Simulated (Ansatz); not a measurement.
## LiGeN (P6_3mc): how G0W0 depends on its starting point

Aim: G0W0 for LiGeN (P6_3mc) on several starting functionals, at one mesh, band count and screening cutoff.

Main program and level: Ansatz 0.2.0; G0W0 on several functionals, plane waves, PAW.

## Step 1: Starting point

The structure is hexagonal, space group P6_3mc (No. 186). Conventional cell: a = 3.012 Å, b = 3.012 Å, c = 9.419 Å, α = 90.00°, β = 90.00°, γ = 120.00°. Li has 3 N at 2.18 Å nearest. Ge has 3 N at 2.00 Å nearest. N has 3 Ge at 2.00 Å and 3 Li at 2.18 Å nearest. Farther neighbours and most contacts between anions are not listed.

Structure file:

```cif
data_structure
_symmetry_space_group_name_H-M 'P 1'
_symmetry_Int_Tables_number 1
_cell_length_a 3.0124
_cell_length_b 3.0124
_cell_length_c 9.4195
_cell_angle_alpha 90.000
_cell_angle_beta 90.000
_cell_angle_gamma 120.000
_cell_volume 74.03
loop_
_atom_site_label
_atom_site_type_symbol
_atom_site_fract_x
_atom_site_fract_y
_atom_site_fract_z
_atom_site_occupancy
Li1 Li 0.66667 0.33333 0.74339 1
Li2 Li 0.33333 0.66667 0.24339 1
Ge3 Ge 0.00000 0.00000 0.49802 1
Ge4 Ge 0.00000 0.00000 0.99802 1
N5 N 0.33333 0.66667 0.60322 1
N6 N 0.66667 0.33333 0.10322 1
```

The cell and positions are those that the Materials Project relaxed with its own functionals (PBE, PBE+U or r2SCAN), kept fixed.

## Step 2: G0W0 on LDA

G0W0 replaces the xc potential by the self-energy, built once from these orbitals. Only a window of levels is corrected, while the sums run over the empty bands that the input names. This step takes PAW set soft_1 files.

This step: G0W0 on LDA, plane waves, PAW; PAW set soft_1.

input.yaml

```yaml
crystal:
  lattice:
    - [3.0124085355, 0.0, 0.0]
    - [-1.5062042677, 2.6088223183, 0.0]
    - [0.0, 0.0, 9.419459]
  atoms:
    - { symbol: Li, position: [0.66666667, 0.33333333, 0.743392] }
    - { symbol: Li, position: [0.33333333, 0.66666667, 0.243392] }
    - { symbol: Ge, position: [0.0, 0.0, 0.498023] }
    - { symbol: Ge, position: [0.0, 0.0, 0.998023] }
    - { symbol: "N", position: [0.33333333, 0.66666667, 0.603223] }
    - { symbol: "N", position: [0.66666667, 0.33333333, 0.103223] }
kpoints:
  mp_grid: { grid: [6, 6, 2] }
hamiltonian:
  xc: lda
  pseudopotentials: { kind: paw, azcp: { folder: soft_1 }, xc_functional: pbe }
scf:
  occupations: { method: fixed }
gw:
  n_empty_bands: 586
  ecut_chi: 230.0
  qp_bands: [v2, c2]
  qp_kpoints: band_edges
  screening: { model: contour_deformation }
```

Run with:

```console
> ansatz run input.yaml --threads 3 --pin off --max-ram 92160MiB --backend cuda --events-out ev --progress --plain --runs-dir out --devices 1 --max-vram 13GiB
```

Numbers of over 12 decimals in the logs are rounded to 6 here.

The log of the run:

```text
GPUs: using 1 of 1 available (devices: 1).
Engine: ansatz 0.2.0, x86_64-unknown-linux-gnu
Pseudopotentials: kind: paw
Pseudopotential: Li, paw, valence charge 3, recommended cutoff 420 eV (normal), soft_1/Li.paw.azcp
Pseudopotential: Ge, paw, valence charge 14, recommended cutoff 420 eV (normal), soft_1/Ge.paw.azcp
Pseudopotential: N, paw, valence charge 5, recommended cutoff 420 eV (normal), soft_1/N.paw.azcp
Functional definition: SPW92
  exchange = slater_x
  correlation = pw_c
device memory: the entry about to start is reckoned to put 0.8 GiB on a device that reports 58.2 GiB free (of which the cap on the GPU budget leaves the run 13.0 GiB)
GPU FFT provider: cuFFT
GPU libraries: cuBLAS 13.8.2, cuFFT 12.4.0, cuSOLVER 12.3.4
Crystal: 6 atoms, lattice volume = 74.026 Å³
Basis set: ecut = 420 eV, 1399 PW (Γ)
Bands: 28, of which v1, the nominal top of the filled ones, is band 22 counted from 1 (21 counted from 0)
Symmetry: 12 space group operations
Space group: P63mc (ITA 186), of the structure as read, at distance tolerance 4.2e-5 Å
k-points: 14 of 72
Non-local potential: Li, projectors of the file, l = 0: 3, l = 1: 2, l = 2: 1
Non-local potential: Ge, projectors of the file, l = 0: 2, l = 1: 2, l = 2: 3, l = 3: 1
Non-local potential: N, projectors of the file, l = 0: 2, l = 1: 2, l = 2: 1
PAW form: soft (Blöchl's): semilocal exchange-correlation on the pseudo side does not see the compensation charge
PAW frozen core: Ge, regenerated for the run's functional, and the local potential with it (the file was generated under x = pbe(κ = 0.804, μ = 0.219515), c = pbe(β = 0.066725))
PAW frozen core: N, regenerated for the run's functional, and the local potential with it (the file was generated under x = pbe(κ = 0.804, μ = 0.219515), c = pbe(β = 0.066725))
PAW one-centre angular grid: Li, 110 points (default); XC on 64 Gauss nodes
PAW one-centre angular grid: Ge, 590 points (default); XC on 64 Gauss nodes
PAW one-centre angular grid: N, 110 points (default); XC on 64 Gauss nodes
Initial density: superposition of atomic densities (chi_scale 0.1, normalization cell, long waves kept (reshape's long-wave potential 0.12 eV rms))
Initial wavefunctions: pseudopotential atomic-orbital guess
GPU buffer pool allocated for 36864 grid points (all kernels)
GPU transforms: local potential and band sums: pruned to the plane-wave sphere, on 24×24×64
Functional: x = slater, c = lda
SCF iter   1: F=—  HF=-9585.673734 eV  |F-HF|=—  |Δ(HF+E_count)|=         —  Δρ=6.21e-2  dr2=2.49e0  ethr=3.10e-3  ⟨swp⟩=4.0  Hψ=1303  notcnv=0  defer=36
preconditioner: auto → Resta (q_TF=auto, 2.502 Å⁻¹)  ε∞=2.8  [insulator: Δε(μ)=1.771 eV  Ē_g=20.355 eV  n_scr=24 (ndim 8)  ℏωp=27.3 eV  f_vac=0.000  ε∞_Penn≈2.8]
SCF iter   2: F=—  HF=-9585.025549 eV  |F-HF|=—  |Δ(HF+E_count)|=   6.48e-1  Δρ=3.13e-2  dr2=5.01e-1  ethr=3.10e-3  ⟨swp⟩=2.0  Hψ=627  notcnv=0  defer=55
SCF iter   3: F=—  HF=-9584.901641 eV  |F-HF|=—  |Δ(HF+E_count)|=   1.24e-1  Δρ=1.28e-2  dr2=1.14e-1  ethr=1.14e-3  ⟨swp⟩=2.0  Hψ=480  notcnv=0  defer=55
SCF iter   4: F=—  HF=-9584.874409 eV  |F-HF|=—  |Δ(HF+E_count)|=   2.72e-2  Δρ=2.50e-3  dr2=3.34e-3  ethr=2.58e-4  ⟨swp⟩=2.7  Hψ=715  notcnv=0  defer=56
SCF iter   5: F=—  HF=-9584.874572 eV  |F-HF|=—  |Δ(HF+E_count)|=   1.63e-4  Δρ=8.83e-4  dr2=3.38e-4  ethr=7.60e-6  ⟨swp⟩=2.0  Hψ=672  notcnv=0  defer=56
SCF iter   6: F=—  HF=-9584.874294 eV  |F-HF|=—  |Δ(HF+E_count)|=   2.77e-4  Δρ=1.74e-4  dr2=1.37e-5  ethr=7.68e-7  ⟨swp⟩=2.2  Hψ=664  notcnv=0  defer=55
SCF iter   7: F=—  HF=-9584.874301 eV  |F-HF|=—  |Δ(HF+E_count)|=   6.13e-6  Δρ=4.34e-5  dr2=7.53e-7  ethr=3.11e-8  ⟨swp⟩=2.4  Hψ=667  notcnv=0  defer=28
SCF iter   8: F=-9584.874301 eV  HF=-9584.874301 eV  |F-HF|=3.42e-9  |Δ(HF+E_count)|=   3.69e-7  Δρ=4.89e-6  dr2=1.61e-8  ethr=2.27e-10  ⟨swp⟩=7.5  Hψ=1322  notcnv=0
SCF 1 converged in 8 iterations: F = -9584.874301 eV  dr2 = 1.61e-8
  greatest PAW one-centre occupation: 1.000 electrons in one spin orbital (limit 2), on the Li atom at site 1 (counted from 0), in its partial waves of l = 0
device memory: the entry about to start is reckoned to put 0.9 GiB on a device that reports 56.8 GiB free (of which the cap on the GPU budget leaves the run 13.0 GiB)
NSCF: frozen V_eff on 14 k-points, pencils in batches of 32, up to order 112
the band table was solved once the SCF had ended and its energy, with any forces and stress, was formed, with the checks that follow a solve (1658 applications of the Hamiltonian). They found nothing against the state; the energy, forces and stress were not computed again (output.eigenvalues in the input reference)
device memory: the entry about to start is reckoned to put 5.5 GiB on a device that reports 56.8 GiB free (of which the cap on the GPU budget leaves the run 13.0 GiB)
NSCF: frozen V_eff on 14 k-points
G₀W₀ screening: q 1/14
[... further progress lines ...]
SCF converged after 8 iterations
Free energy (F): -9584.874301 eV
Harris-Foulkes:  -9584.874301 eV  (|F-HF|=3.42e-9)
Internal energy: -9584.874301 eV  (E = F + TS)
E sigma→0 (E₀):  -9584.874301 eV
Fermi energy:    7.283013 eV
--- Per-component energies (eV) ---
  E_band       = -456.371195
  E_kinetic    = 474.065347
  E_local      = -5450.663072  (includes V_loc(G=0)·N_el)
  E_nonlocal   = 477.258715
  E_hartree    = 2506.694102
  E_xc         = -278.561257
  E_vxc        = -304.714250  (∫ρ·V_xc dr)
  E_paw        = -4149.647933  (= ΣΔE_a)
  E_vpaw       = -665.706986  (= ΣTr[D̂ρ^β])
  E_aug_tail   = 0.002248  (compensation charges beyond the density's cutoff)
  E_ewald      = -3167.999191
  E_core_change = 3.976741  (= ΣΔE_core)
  E_smearing   = -0.000000  (= −TS)
  E_closure    = -0.000000  (closes the sum)
  Σ components = -9584.874301   (vs F -9584.874301, Δ=0.00e0)
--- Band table (eV; the first three rows and the last of 14) ---
  k-point 0: bands = [... 18 lower, 6.1743, 6.1759, 6.1759, 6.9983, 9.8512, 10.7448, 14.3586, 14.8158, ... 2 higher]
  k-point 1: bands = [... 18 lower, 6.1752, 6.1752, 6.1752, 6.1752, 10.4358, 10.4358, 14.5901, 14.5901, ... 2 higher]
  k-point 2: bands = [... 18 lower, 5.2740, 5.6960, 5.7227, 7.2189, 10.8740, 11.9349, 13.1907, 13.4377, ... 2 higher]
  k-point 13: bands = [... 18 lower, 4.1850, 4.1850, 6.4669, 6.4669, 9.7069, 9.7069, 11.6813, 11.6813, ... 2 higher]
--- G₀W₀: contour deformation, 7 samples at zero and on the imaginary axis and 1 off it, 72 q-points, 586 empty bands' worth ---
  eigenvalues of the whole cell's RPA ε∞ on this k-mesh (on a slab, of 1 + 4πα/V) = 5.8810, 8.5926, 8.5926; static W/v taken at q = 0 is 0.128351
  bands read: the sum over 608 bands ends inside a degenerate multiplet in 2 slots, whose members it reads at an even weight; the widest, k=0: bands 608 to 609 (counted from 1) at 1/2 each
  gw.qp_kpoints: band_edges: 12 of 14 stored k-points solved, in 1 pass; an edge of the gap read off the rows below is read off those points alone
    valence top: of the k-points left out ik 5 came nearest to being solved in a further pass, in band 21 (counted from 1, as in the quasiparticle table): it holds the edge there only if its correction is more favourable than any solved in that band by at least 0.687 eV; those differ by 0.140 eV
    conduction bottom: of the k-points left out ik 11 came nearest to being solved in a further pass, in band 23 (counted from 1, as in the quasiparticle table): it holds the edge there only if its correction is more favourable than any solved in that band by at least 1.194 eV; those differ by 0.271 eV
    ik  band        ε_KS         Σx   Σc(E_QP)       V_xc       Z   E_QP_lin       E_QP  E_QP is
     0    21      6.1759   -21.5584     2.5800   -18.5422  0.7333     5.7364     5.7397  root
     0    22      6.9983   -18.4568     2.1355   -15.8491  0.7315     6.5216     6.5262  root
     0    23      9.8512    -9.8879    -4.3240   -14.5980  0.7774    10.2393    10.2373  root
     0    24     10.7448   -10.3180    -4.8601   -15.7517  0.7682    11.3240    11.3184  root
     1    21      6.1752   -21.5593     2.5802   -18.5438  0.7333     5.7365     5.7398  root
     1    22      6.1752   -21.5593     2.5802   -18.5438  0.7333     5.7365     5.7398  root
     1    23     10.4358   -10.4437    -4.6189   -15.5643  0.7692    10.9412    10.9375  root
     1    24     10.4358   -10.4437    -4.6189   -15.5643  0.7692    10.9412    10.9375  root
     2    21      5.7227   -21.3082     2.6908   -18.1608  0.7307     5.2621     5.2661  root
     2    22      7.2189   -18.3699     2.0283   -15.8572  0.7362     6.7303     6.7345  root
     2    23     10.8740    -9.4464    -4.5256   -14.4265  0.7669    11.3321    11.3285  root
     2    24     11.9349   -10.5417    -5.1388   -16.3140  0.7516    12.5772    12.5684  root
     3    21      6.1969   -17.2006     2.3474   -14.3132  0.7256     5.6488     5.6569  root
     3    22      6.1969   -17.2006     2.3474   -14.3132  0.7256     5.6488     5.6569  root
     3    23     11.5154   -10.3289    -4.8451   -15.7245  0.7557    12.0718    12.0659  root
     3    24     11.5154   -10.3289    -4.8451   -15.7245  0.7557    12.0718    12.0659  root
     4    21      5.8801   -16.1243     2.1824   -13.3928  0.7253     5.3237     5.3310  root
     4    22      7.1266   -18.1189     1.8067   -15.8036  0.7421     6.6135     6.6180  root
     4    23      9.9614    -9.2525    -4.2710   -13.9296  0.7738    10.3698    10.3676  root
     4    24     10.2900    -8.8947    -4.3419   -13.6540  0.7697    10.7106    10.7073  root
     6    21      6.1333   -16.2748     1.6415   -14.1075  0.7416     5.6018     5.6075  root
     6    22      6.2702   -16.2835     1.4914   -14.2277  0.7468     5.6985     5.7058  root
     6    23      8.7234    -9.6866    -3.4291   -13.3955  0.7734     9.0041     9.0033  root
     6    24      9.4169    -9.3196    -3.8044   -13.4771  0.7693     9.7717     9.7700  root
[...]
12    21      5.9611   -15.4896     1.4964   -13.4175  0.7447     5.3773     5.3854  root
    12    22      7.1029   -16.7662     1.0027   -15.2182  0.7608     6.5532     6.5576  root
    12    23      9.7317    -8.6371    -3.8400   -12.8221  0.7705    10.0784    10.0766  root
    12    24      9.7317    -8.6371    -3.8400   -12.8221  0.7705    10.0784    10.0766  root
    13    21      6.4669   -15.9023     1.2424   -14.0974  0.7554     5.8982     5.9045  root
    13    22      6.4669   -15.9023     1.2424   -14.0974  0.7554     5.8982     5.9045  root
    13    23      9.7069    -8.6731    -3.8203   -12.8262  0.7709    10.0413    10.0396  root
    13    24      9.7069    -8.6731    -3.8203   -12.8262  0.7709    10.0413    10.0396  root
```

Elapsed: 53 s, on 1 × NVIDIA H100 80GB HBM3 (shared by 6 runs) with 3 threads of AMD EPYC 7R13 (Zen 3), shared host; peak memory 2 GiB; 85 s of CPU time.

This step gave:

* bands summed: 608
* RPA ε∞ on this mesh (eigenvalues): 5.881, 8.593, 8.593
* plane waves in the screening matrix: 599
* q-points in the mesh: 72
* G0W0 gap on the mesh: 2.212 eV
* k of the valence top: 0.1667, 0.1667, 0
* k of the conduction bottom: 0, -0.5, 0
* starting gap on the mesh: 1.440 eV
* Z at the valence top: 0.7403
* Z at the conduction bottom: 0.7734
* least direct G0W0 gap on the computed points: 3.297 eV

The gap on the mesh goes from 1.44 eV to 2.21 eV, a correction of +0.77 eV. Between the two edge states, bare exchange in place of the xc potential would open the gap by 6.07 eV, and correlation takes back 5.30 eV.

(Continued in part 2 of 2.)

[Paths, hosts, dates, memory and timing lines, banners, echoed tables and standing remarks are left out of the program output.]

[Logs are printed without paths, hosts, clocks, repeated set-up lines and the standing remarks that a program may print on its own settings, such as how far it seeks lower states.]

[Runs of the session that timed out or met a known fault of the program may be left out.]

[Cells called generated may have been cut or substituted from an entry of the Crystallography Open Database or the Materials Project.]

[Hosts, paths, dates, database ids (printed as entryN), source tags and the programs' standing remarks are cut or masked in the printed files.]
